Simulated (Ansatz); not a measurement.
## TiGe (model cell, started as wurtzite): relaxing the cell for a phonon run

Task: relax TiGe (model cell, started as wurtzite) tightly.

Main program and level: Ansatz 0.2.0; DFT PBE, scalar-relativistic, plane waves, PAW.

The structure was built from a prototype and need not be the compound's stable phase.

### Step 1. The starting structure

The structure is hexagonal, space group P6_3mc (No. 186). Conventional cell: a = 3.999 Å, b = 3.999 Å, c = 6.530 Å, α = 90.00°, β = 90.00°, γ = 120.00°. Nearest to Ti lie 4 Ge at 2.45 Å. Nearest to Ge lie 4 Ti at 2.45 Å. Farther neighbours are not listed.

### Step 2. Probe on a coarse mesh

First a cheap look: the gap decides the mesh and the occupations, the pressure tells how far the cell has to move.

Contents of input.yaml:

```yaml
crystal:
  lattice:
    - [3.99871, 0.0, 0.0]
    - [-1.99936, 3.46298, 0.0]
    - [0.0, 0.0, 6.52989]
  atoms:
    - { symbol: Ti, position: [0.333333, 0.666667, 0.0] }
    - { symbol: Ti, position: [0.666667, 0.333333, 0.5] }
    - { symbol: Ge, position: [0.333333, 0.666667, 0.375] }
    - { symbol: Ge, position: [0.666667, 0.333333, 0.875] }
kpoints:
  mp_grid: { grid: [6, 6, 4] }
hamiltonian:
  xc: pbe
scf:
  occupations: { method: gaussian, width: 0.1 }
output:
  forces: true
  stress: true
  eigenvalues: true
```

Command:

```bash
ansatz run input.yaml --threads 4 --pin off --max-ram 7168MiB --backend cpu --events-out ev --progress --plain --runs-dir out
```

Numbers of over 12 decimals in the logs are rounded to 6 here.

What it wrote:

```text
[...]
k-point 0: bands = [... 22 lower, 7.2078, 7.2078, 7.4442, 7.4442, 9.0825, 9.0825, 9.6740, 9.6740, ... 1 higher]
  k-point 1: bands = [... 22 lower, 7.2171, 7.2171, 7.3822, 7.3822, 9.2051, 9.2051, 9.6358, 9.6358, ... 1 higher]
  k-point 2: bands = [... 22 lower, 7.2744, 7.2744, 7.2744, 7.2744, 9.4599, 9.4599, 9.4599, 9.4599, ... 1 higher]
  k-point 20: bands = [... 22 lower, 6.3803, 6.3803, 8.1223, 8.1223, 8.9190, 8.9190, 9.8861, 9.8861, ... 1 higher]
[key lines of the parts left out:]
SCF converged after 7 iterations
Free energy (F): -13587.675211 eV
Fermi energy:    8.325534 eV
P = ⅓ Tr σ = 6.8406 GPa (68.406 kbar)
```

The job ended after 0.6 s (4 threads of AMD EPYC 9R45, shared host; peak memory 0.43 GiB; 2 s of CPU time).

This step gave:

```yaml
pressure: 6.841 GPa
volume_per_atom: 22.61 Å³
gap_on_the_k_mesh: 0.3115 eV
direct_gap_on_mesh: 0.5555 eV
```

The coarse mesh shows a gap of 0.31 eV and a pressure of 6.8 GPa.

### Step 3. Relaxation, k-mesh 9×9×6, smearing width 0.02 eV

Harmonic phonons are second derivatives at a point where the forces vanish, and they are wanted at zero stress, so atoms and cell are relaxed first.

input.yaml, the sections that differ from step 2:

```yaml
kpoints:
  mp_grid: { grid: [9, 9, 6] }
scf:
  occupations: { method: gaussian, width: 0.02 }
relax:
  adjacent_minimum: "off"
  f_tol: 0.005
  max_steps: 80
  cell: { stress_tol: 0.05 }
# crystal, hamiltonian, output: as in step 2
```

What it wrote:

```text
[...]
Crystal: 4 atoms, lattice volume = 90.422 Å³
Basis set: ecut = 420 eV, 1761 PW (Γ), exchange–correlation on 54×54×90 points (8 copies of the dense FFT grid, shifted against one another)
Bands: 32, of which v1, the nominal top of the filled ones, is band 26 counted from 1 (25 counted from 0)
Symmetry: 12 space group operations
[...]
k-points: 48 of 486 (time reversal used)
[...]
SCF iter   1: F=—  HF=-13587.680036 eV  |F-HF|=—  |Δ(HF+E_count)|=         —  Δρ=5.46e-3  dr2=3.30e-2  ethr=1.77e-3  ⟨swp⟩=6.1  Hψ=6087  notcnv=0
[...]
SCF iter   7: F=-13587.674591 eV  HF=-13587.674590 eV  |F-HF|=6.10e-8  |Δ(HF+E_count)|=   6.38e-7  Δρ=6.06e-6  dr2=2.88e-8  ethr=1.92e-10  ⟨swp⟩=7.6  Hψ=5823  notcnv=0
SCF 1 converged in 7 iterations: F = -13587.674591 eV  dr2 = 2.88e-8
[...]
relax step   1: F+E_penalty+E_count = -13587.67459052 eV  Δ(F+E_penalty+E_count) = +0.000e0 eV  max|allowed force component| = 2.278e-1 eV/Å  Δτ_max = 0.0000 Å  P = +6.844 GPa  Ω = 90.422 Å³  (7 SCF iters, dr2 threshold 1.00e-7 eV, accepted)
Crystal: 4 atoms, lattice volume = 98.085 Å³
Basis set: ecut = 420 eV, 1911 PW (Γ), exchange–correlation on 54×54×90 points (8 copies of the dense FFT grid, shifted against one another)
[...]
iter 1 solved again at ethr=8.09e-5 eV; its pass at ethr=3.10e-3 eV (dr2=4.21e-2 eV) is discarded
[...]
SCF iter   8: F=-13587.975088 eV  HF=-13587.975088 eV  |F-HF|=1.08e-8  |Δ(HF+E_count)|=   1.82e-8  Δρ=4.41e-6  dr2=1.62e-8  ethr=7.69e-10  ⟨swp⟩=5.0  Hψ=6152  notcnv=0
SCF 2 converged in 8 iterations: F = -13587.975088 eV  dr2 = 1.62e-8
relax step   2: F+E_penalty+E_count = -13587.97508841 eV  Δ(F+E_penalty+E_count) = -3.005e-1 eV  max|allowed force component| = 3.911e-1 eV/Å  Δτ_max = 0.0452 Å  P = +0.066 GPa  Ω = 98.085 Å³  energy of the carried Pulay correction = -8.186e-4 eV  (8 SCF iters, dr2 threshold 4.00e-7 eV, accepted)
Crystal: 4 atoms, lattice volume = 99.736 Å³
Basis set: ecut = 420 eV, 1959 PW (Γ), exchange–correlation on 54×54×90 points (8 copies of the dense FFT grid, shifted against one another)
[...]
SCF iter   8: F=-13588.319320 eV  HF=-13588.319320 eV  |F-HF|=1.47e-7  |Δ(HF+E_count)|=   2.14e-6  Δρ=9.61e-6  dr2=1.12e-7  ethr=7.69e-10  ⟨swp⟩=5.1  Hψ=6481  notcnv=0
SCF 3 converged in 8 iterations: F = -13588.319320 eV  dr2 = 1.12e-7
relax step   3: F+E_penalty+E_count = -13588.31931978 eV  Δ(F+E_penalty+E_count) = -3.442e-1 eV  max|allowed force component| = 6.339e-1 eV/Å  Δτ_max = 0.0837 Å  P = -3.199 GPa  Ω = 99.736 Å³  energy of the carried Pulay correction = -9.864e-4 eV  (8 SCF iters, dr2 threshold 4.00e-7 eV, accepted)
[... from here on, the SCF cycles and remarks between the steps are left out ...]
relax step   4: F+E_penalty+E_count = -13588.79592239 eV  Δ(F+E_penalty+E_count) = -4.766e-1 eV  max|allowed force component| = 7.087e-1 eV/Å  Δτ_max = 0.0804 Å  P = -4.754 GPa  Ω = 97.827 Å³  energy of the carried Pulay correction = -7.921e-4 eV  (8 SCF iters, dr2 threshold 4.00e-7 eV, accepted)
relax step   5: F+E_penalty+E_count = -13589.36357815 eV  Δ(F+E_penalty+E_count) = -5.677e-1 eV  max|allowed force component| = 7.338e-1 eV/Å  Δτ_max = 0.0767 Å  P = -4.118 GPa  Ω = 93.113 Å³  energy of the carried Pulay correction = -2.952e-4 eV  (6 SCF iters, dr2 threshold 4.00e-7 eV, accepted)
relax step   6: F+E_penalty+E_count = -13589.83058619 eV  Δ(F+E_penalty+E_count) = -4.670e-1 eV  max|allowed force component| = 2.315e-1 eV/Å  Δτ_max = 0.1010 Å  P = -4.265 GPa  Ω = 91.075 Å³  energy of the carried Pulay correction = -7.243e-5 eV  (6 SCF iters, dr2 threshold 4.00e-7 eV, accepted)
relax step   7: F+E_penalty+E_count = -13589.91035487 eV  Δ(F+E_penalty+E_count) = -7.977e-2 eV  max|allowed force component| = 6.225e-2 eV/Å  Δτ_max = 0.0170 Å  P = +0.123 GPa  Ω = 86.292 Å³  energy of the carried Pulay correction = +4.707e-4 eV  (6 SCF iters, dr2 threshold 4.00e-7 eV, accepted)
relax step   8: F+E_penalty+E_count = -13589.91111691 eV  Δ(F+E_penalty+E_count) = -7.620e-4 eV  max|allowed force component| = 5.166e-4 eV/Å  Δτ_max = 0.0042 Å  P = +0.021 GPa  Ω = 86.338 Å³  energy of the carried Pulay correction = +4.652e-4 eV  (5 SCF iters, dr2 threshold 4.00e-7 eV, accepted)
relax step   9: F+E_penalty+E_count = -13589.91111996 eV  Δ(F+E_penalty+E_count) = -3.052e-6 eV  max|allowed force component| = 6.356e-3 eV/Å  Δτ_max = 0.0005 Å  P = -0.016 GPa  Ω = 86.389 Å³  energy of the carried Pulay correction = +4.594e-4 eV  (5 SCF iters, dr2 threshold 1.40e-8 eV, accepted)
relax step  10: F+E_penalty+E_count = -13589.91113158 eV  Δ(F+E_penalty+E_count) = -1.162e-5 eV  max|allowed force component| = 1.075e-4 eV/Å  Δτ_max = 0.0004 Å  P = -0.000 GPa  Ω = 86.368 Å³  energy of the carried Pulay correction = +4.618e-4 eV  (5 SCF iters, dr2 threshold 2.53e-9 eV, accepted)
relax step  11: F+E_penalty+E_count = -13589.92248798 eV  Δ(F+E_penalty+E_count) = -1.136e-2 eV  max|allowed force component| = 1.102e-4 eV/Å  Δτ_max = 0.0000 Å  P = +0.327 GPa  Ω = 86.368 Å³  stress off target by 4.79e-1 GPa  SCF on the basis re-selected at this cell (its energy is not comparable with the rows above)  (9 SCF iters)
relax step  12: F+E_penalty+E_count = -13589.92303476 eV  Δ(F+E_penalty+E_count) = -5.468e-4 eV  max|allowed force component| = 3.665e-4 eV/Å  Δτ_max = 0.0000 Å  P = +0.027 GPa  Ω = 86.727 Å³  energy of the carried Pulay correction = -4.673e-5 eV  (4 SCF iters, dr2 threshold 4.00e-7 eV, accepted)
[...]
SCF iter   7: F=-13589.923076 eV  HF=-13589.923076 eV  |F-HF|=9.09e-12  |Δ(HF+E_count)|=  7.28e-12  Δρ=1.20e-7  dr2=1.57e-11  ethr=1.00e-12  ⟨swp⟩=2.9  Hψ=5797  notcnv=0
SCF 13 converged in 7 iterations: F = -13589.923076 eV  dr2 = 1.57e-11
relax step  13: F+E_penalty+E_count = -13589.92307642 eV  Δ(F+E_penalty+E_count) = -4.166e-5 eV  max|allowed force component| = 3.656e-4 eV/Å  Δτ_max = 0.0000 Å  P = +0.027 GPa  Ω = 86.727 Å³  stress off target by 3.61e-2 GPa  SCF on the basis re-selected at this cell (its energy is not comparable with the rows above)  (7 SCF iters)
[...]
SCF converged after 7 iterations
Free energy (F): -13589.923076 eV
[...]
Internal energy: -13589.922901 eV  (E = F + TS)
E sigma→0 (E₀):  -13589.922989 eV
Entropy (-TS):   -0.000175 eV (-0.044 meV/atom)
Fermi energy:    9.015548 eV
[...]
--- Forces (eV/Å), atoms counted from 1 ---
  atom   1  Ti     0.00000000     0.00000000     0.00036559
  atom   2  Ti    -0.00000000     0.00000000     0.00036559
  atom   3  Ge     0.00000000     0.00000000    -0.00036558
  atom   4  Ge    -0.00000000    -0.00000000    -0.00036558
  max |Σ_I F_I| component: 1.71e-8 eV/Å
--- Stress (GPa, compression-positive) ---
        0.036061       0.000000       0.000000
        0.000000       0.036061      -0.000000
        0.000000      -0.000000       0.008889
  P = ⅓ Tr σ = 0.0270 GPa (0.270 kbar)
--- Band table (eV; the first three rows and the last of 48) ---
  k-point 0: bands = [... 22 lower, 7.2529, 7.7416, 7.7416, 9.2168, 9.2168, 9.8308, 10.5647, 10.5647, ... 2 higher]
  k-point 1: bands = [... 22 lower, 7.2125, 7.5834, 7.5834, 9.3174, 9.4629, 9.4629, 10.6148, 10.6148, ... 2 higher]
  k-point 2: bands = [... 22 lower, 7.1515, 7.3282, 7.3282, 8.1659, 9.9492, 9.9492, 10.6170, 10.6170, ... 2 higher]
  k-point 47: bands = [... 22 lower, 6.9628, 6.9628, 8.2094, 8.2094, 9.4055, 9.4055, 10.4845, 10.4845, ... 2 higher]
--- Relaxed structure (11 steps of the walk, 11 accepted, 2 SCFs on fresh bases) ---
  F+E_penalty+E_count = -13589.92307642 eV   max|allowed force component| = 3.656e-4 eV/Å   (the final SCF, on the basis selected at the relaxed cell)
  cell:  # Å, volume = 86.7273 Å³
    - [4.448296, 3.211318531535035e-6, 7.29821029971464e-17]
    - [-2.224151, 3.852335, -2.8321404152859546e-17]
    - [1.1917977691354018e-16, 1.540498710313583e-17, 5.061017]
  atoms:
    - { symbol: Ti, position: [0.333333, 0.666667, -0.062504] }
    - { symbol: Ti, position: [0.666667, 0.333333, 0.437496] }
    - { symbol: Ge, position: [0.333333, 0.666667, 0.437504] }
    - { symbol: Ge, position: [0.666667, 0.333333, 0.937504] }
```

Elapsed: 18 s, on 4 threads; peak memory 0.54 GiB.

Relaxation path:

| step | energy less that of the first step (eV) | largest force component (eV/Å) | pressure (GPa) | volume (Å³) |
| --- | --- | --- | --- | --- |
| 1 | 0.0000 | 0.2278 | 6.84 | 90.42 |
| 2 | -0.3005 | 0.3911 | 0.07 | 98.09 |
| 3 | -0.6447 | 0.6339 | -3.20 | 99.74 |
| 4 | -1.1213 | 0.7087 | -4.75 | 97.83 |
| 5 | -1.6890 | 0.7338 | -4.12 | 93.11 |
| 6 | -2.1560 | 0.2315 | -4.26 | 91.08 |
| 7 | -2.2358 | 0.0622 | 0.12 | 86.29 |
| 8 | -2.2365 | 0.0005 | 0.02 | 86.34 |
| 9 | -2.2365 | 0.0064 | -0.02 | 86.39 |
| 10 | -2.2365 | 0.0001 | 0.00 | 86.37 |
| 11* | -2.2479 | 0.0001 | 0.33 | 86.37 |
| 12 | -2.2484 | 0.0004 | 0.03 | 86.73 |
| 13* | -2.2485 | 0.0004 | 0.03 | 86.73 |

Relaxation steps marked * repeat the geometry before them on a plane-wave basis chosen anew for their cell, so energy and pressure can jump there.

The run keeps the 12 symmetry operations that it works with, so distortions that break them were not tested.

| cell as run | before | after | change |
| --- | --- | --- | --- |
| a (Å) | 3.999 | 4.448 | +11.2 % |
| b (Å) | 3.999 | 4.448 | +11.2 % |
| c (Å) | 6.530 | 5.061 | -22.5 % |
| volume (Å³/atom) | 22.61 | 21.68 | -4.1 % |

The atoms that moved most (Å, as changes of fractional coordinates times the final cell):

| atom | dx | dy | dz | length |
| --- | --- | --- | --- | --- |
| Ti2 | 0.000 | 0.000 | -0.316 | 0.316 |
| Ge3 | 0.000 | 0.000 | 0.316 | 0.316 |
| Ti1 | 0.000 | 0.000 | -0.316 | 0.316 |
| Ge4 | 0.000 | 0.000 | 0.316 | 0.316 |

Final coordinates:

```xyz
4
Lattice="4.4483 0.0000 0.0000 -2.2242 3.8523 0.0000 0.0000 0.0000 5.0610" Properties=species:S:1:pos:R:3 pbc="T T T"
Ti    0.0000    2.5682   -0.3163
Ti    2.2241    1.2841    2.2142
Ge    0.0000    2.5682    2.2142
Ge    2.2241    1.2841    4.7447
```

This step gave:

```yaml
pressure: 0.02700 GPa
volume_per_atom: 21.68 Å³
gap_on_the_k_mesh: 0 eV
```

In this step the volume went from 22.61 to 21.68 Å³/atom.

### Step 4. Bringing the structure to rest, k-mesh 9×9×8, smearing width 0.1 eV

The relaxation is repeated from its end, on the mesh and smearing that suit the cell and gap now reached.

Contents of input.yaml:

```yaml
crystal:
  lattice:
    - [4.4482955924, 3.2113e-06, 0.0]
    - [-2.2241505773, 3.8523353809, 0.0]
    - [0.0, 0.0, 5.061017113]
  atoms:
    - { symbol: Ti, position: [0.3333333333, 0.6666666667, -0.0625038928] }
    - { symbol: Ti, position: [0.6666666667, 0.3333333333, 0.4374961072] }
    - { symbol: Ge, position: [0.3333333333, 0.6666666667, 0.4375038928] }
    - { symbol: Ge, position: [0.6666666667, 0.3333333333, 0.9375038928] }
kpoints:
  mp_grid: { grid: [9, 9, 8] }
hamiltonian:
  xc: pbe
scf:
  occupations: { method: gaussian, width: 0.1 }
output:
  forces: true
  stress: true
  eigenvalues: true
  write_density: true
  write_potential: true
  elf: true
  volumetric_format: npy
relax:
  adjacent_minimum: "off"
  f_tol: 0.005
  max_steps: 80
  cell: { stress_tol: 0.05 }
```

What it wrote:

```text
[...]
Crystal: 4 atoms, lattice volume = 86.727 Å³
Basis set: ecut = 420 eV, 1727 PW (Γ), exchange–correlation on 60×60×72 points (8 copies of the dense FFT grid, shifted against one another)
Bands: 32, of which v1, the nominal top of the filled ones, is band 26 counted from 1 (25 counted from 0)
Symmetry: 24 space group operations
[...]
--- Relaxed structure (2 steps of the walk, 2 accepted, 1 SCFs on fresh bases) ---
[...]
cell:  # Å, volume = 86.8112 Å³
    - [4.449684, 3.212321437465098e-6, 0.0]
    - [-2.224845, 3.853538, 0.0]
    - [0.0, 0.0, 5.062750]
  atoms:
    - { symbol: Ti, position: [0.333333, 0.666667, -0.062500] }
    - { symbol: Ti, position: [0.666667, 0.333333, 0.437500] }
    - { symbol: Ge, position: [0.333333, 0.666667, 0.437500] }
    - { symbol: Ge, position: [0.666667, 0.333333, 0.937500] }
[key lines of the parts left out:]
SCF converged after 4 iterations
Free energy (F): -13589.927998 eV
Fermi energy:    8.966184 eV
P = ⅓ Tr σ = -0.0080 GPa (-0.080 kbar)
```

The job ended after 3.4 s (4 threads; peak memory 0.58 GiB; 12 s of CPU time).

Little changed from the start: no atom moved by 0.005 Å and no cell edge by 0.1 %.

Numbers from this step:

- pressure: -0.008035 GPa
- volume per atom: 21.70 Å³

ELF in the ac plane at fractional y = 0.333, with atoms of Ti and Ge within 0.2 Å of it. It is the smooth field of the valence electrons, not physical close to the nuclei.

Ten even steps from '0' (0.03) to '9' (0.62), each cell a mean:
```
51004874000379
51004885100479
51013897534689
42124799877898
54445555555555
67776421354213
78887413899512
79998427836932
79998438715942
78987415989622
67876411576213
55555544444445
43224688878887
51013897655799
51004885201579
```
Columns run along a (4.4 Å), rows up along c (5.1 Å). Atoms in or near the plane, at fractional coordinates: Ti at (0.67, 0.44), Ge at (0.67, 0.94).

Valence density in the ac plane at fractional y = 0.333, with atoms of Ti and Ge within 0.2 Å of it. It is the smooth field of the valence electrons, not physical close to the nuclei.

Ten steps, logarithmic in the rise over the least value, from '_' (0 e/Å³) to '@' (39 e/Å³), each cell a mean:
```
____________..--##@@%%==..__
____________..::**%%##--..__
____________....--==--::..__
______________..........____
________________......______
________________..::::..____
______________::==++==::____
____________..--******==..__
____________..==******==::__
______________::++++++--..__
______________..::--::..____
________________......______
________________........____
______________..::--::....__
____________..::++##**--..__
```
Columns run along a (4.4 Å), rows up along c (5.1 Å). Atoms in or near the plane, at fractional coordinates: Ti at (0.67, 0.44), Ge at (0.67, 0.94).

Electrostatic potential energy in the ac plane at fractional y = 0.333, with atoms of Ti and Ge within 0.2 Å of it. With pseudopotentials it is smooth inside the atoms' cores, unlike the true potential.

Values in eV, 15 rows by 14 columns, each cell a mean:
```
  9   8   7   8   8   8   0 -17 -28 -30 -30 -21  -5   7
  9   8   8   8   9   8   2 -14 -26 -29 -27 -18  -2   8
 10  10   9  10  10  10   6  -3 -15 -20 -17  -7   5  10
 12  11  11  11  12  12  10   7   1  -2   0   5   9  11
 12  12  12  12  12  12  10   8   6   4   5   8  10  12
 12  12  12  12  12  11   8   4  -3  -7  -5   2   7  10
 11  11  11  11  11   9   4  -8 -20 -24 -22 -12   1   8
  9  10  10  10   9   7  -2 -18 -28 -30 -29 -22  -6   6
  9  10   9   9   9   7  -2 -19 -29 -30 -29 -23  -6   6
 10  10  10  10  10   8   2 -12 -24 -27 -25 -16  -1   7
 11  12  12  12  11  10   7   1  -9 -13 -11  -2   6  10
 12  12  12  12  12  12  10   8   5   3   4   7  10  11
 12  12  11  12  12  12  10   8   4   1   3   7  10  11
 11  10  10  10  11  11   8   1 -10 -15 -12  -2   7  10
 10   9   8   9   9   9   3 -11 -23 -27 -25 -15   0   8
```
Columns run along a (4.4 Å; values clipped at the 3rd and 97th percentile), rows up along c (5.1 Å). Atoms in or near the plane, at fractional coordinates: Ti at (0.67, 0.44), Ge at (0.67, 0.94).

In this step the volume went from 21.68 to 21.70 Å³/atom.

### Step 5. Relaxing to small forces for the phonons

Phonons need a cell at rest on their own settings, so the relaxation is repeated with tight tolerances on forces and stress, using the mesh and the filling of the phonon run that follows.

Contents of input.yaml:

```yaml
crystal:
  lattice:
    - [4.449684392, 3.2123e-06, 0.0]
    - [-2.2248449779, 3.8535381161, 0.0]
    - [0.0, 0.0, 5.0627501719]
  atoms:
    - { symbol: Ti, position: [0.3333333333, 0.6666666667, -0.0625] }
    - { symbol: Ti, position: [0.6666666667, 0.3333333333, 0.4375] }
    - { symbol: Ge, position: [0.3333333333, 0.6666666667, 0.4375] }
    - { symbol: Ge, position: [0.6666666667, 0.3333333333, 0.9375] }
kpoints:
  mp_grid: { grid: [10, 10, 8] }
hamiltonian:
  xc: pbe
scf:
  occupations: { method: methfessel_paxton, width: 0.15 }
output:
  forces: true
  stress: true
  eigenvalues: true
relax:
  adjacent_minimum: "off"
  f_tol: 0.001
  max_steps: 60
  cell: { stress_tol: 0.01 }
```

What it wrote:

```text
[...]
Crystal: 4 atoms, lattice volume = 86.811 Å³
Basis set: ecut = 420 eV, 1727 PW (Γ), exchange–correlation on 60×60×72 points (8 copies of the dense FFT grid, shifted against one another)
Bands: 32, of which v1, the nominal top of the filled ones, is band 26 counted from 1 (25 counted from 0)
[... 1 set-up line as in the run before ...]
[...]
k-points: 70 of 800
[...]
--- Relaxed structure (2 steps of the walk, 2 accepted, 1 SCFs on fresh bases) ---
[...]
cell:  # Å, volume = 86.8034 Å³
    - [4.449030, 3.2118082676049847e-6, 0]
    - [-2.224518, 3.852971, 0]
    - [0, 0, 5.063789]
  atoms:
    - { symbol: Ti, position: [0.333333, 0.666667, -0.062500] }
    - { symbol: Ti, position: [0.666667, 0.333333, 0.4375] }
    - { symbol: Ge, position: [0.333333, 0.666667, 0.4375] }
    - { symbol: Ge, position: [0.666667, 0.333333, 0.937500] }
[key lines of the parts left out:]
SCF converged after 4 iterations
Free energy (F): -13589.925161 eV
Fermi energy:    8.947514 eV
P = ⅓ Tr σ = 0.0008 GPa (0.008 kbar)
```

It took 3.6 s on 4 threads; peak memory 0.59 GiB.

Little changed from the start: no atom moved by 0.005 Å and no cell edge by 0.1 %.

This step gave:

- pressure: 7.55e-4 GPa

The forces vanish by symmetry and the pressure is 0.001 GPa, within the tolerances set. The cell now holds 21.70 Å³/atom. Within 0.01 Å the structure now has space group P6_3/mmc, not the P6_3mc of the start.

### Step 6. Results

* space group after relaxation (within 0.01 Å): P6_3/mmc
* lattice constant a: 4.449 Å
* lattice constant b: 4.449 Å
* lattice constant c: 5.064 Å
* volume per atom: 21.7 Å³

**Reading.** The forces vanish by symmetry and the pressure is 0.001 GPa, within the tolerances set. The cell now holds 21.70 Å³/atom. Within 0.01 Å the structure now has space group P6_3/mmc, not the P6_3mc of the start. The relaxation keeps the symmetry of its start, so it says nothing on stability against lower symmetry. The relaxed cell left the space group of the starting entry, even within 0.1 Å, so it may not be the phase that the entry, or a measurement on it, describes. The starting cell was built on a prototype and not taken from a measurement, so the phase need not exist.

[Logs are printed without paths, hosts, clocks, repeated set-up lines and the standing remarks that a program may print on its own settings, such as how far it seeks lower states.]

[Hosts, paths, dates, database ids (printed as entryN), source tags and the programs' standing remarks are cut or masked in the printed files.]
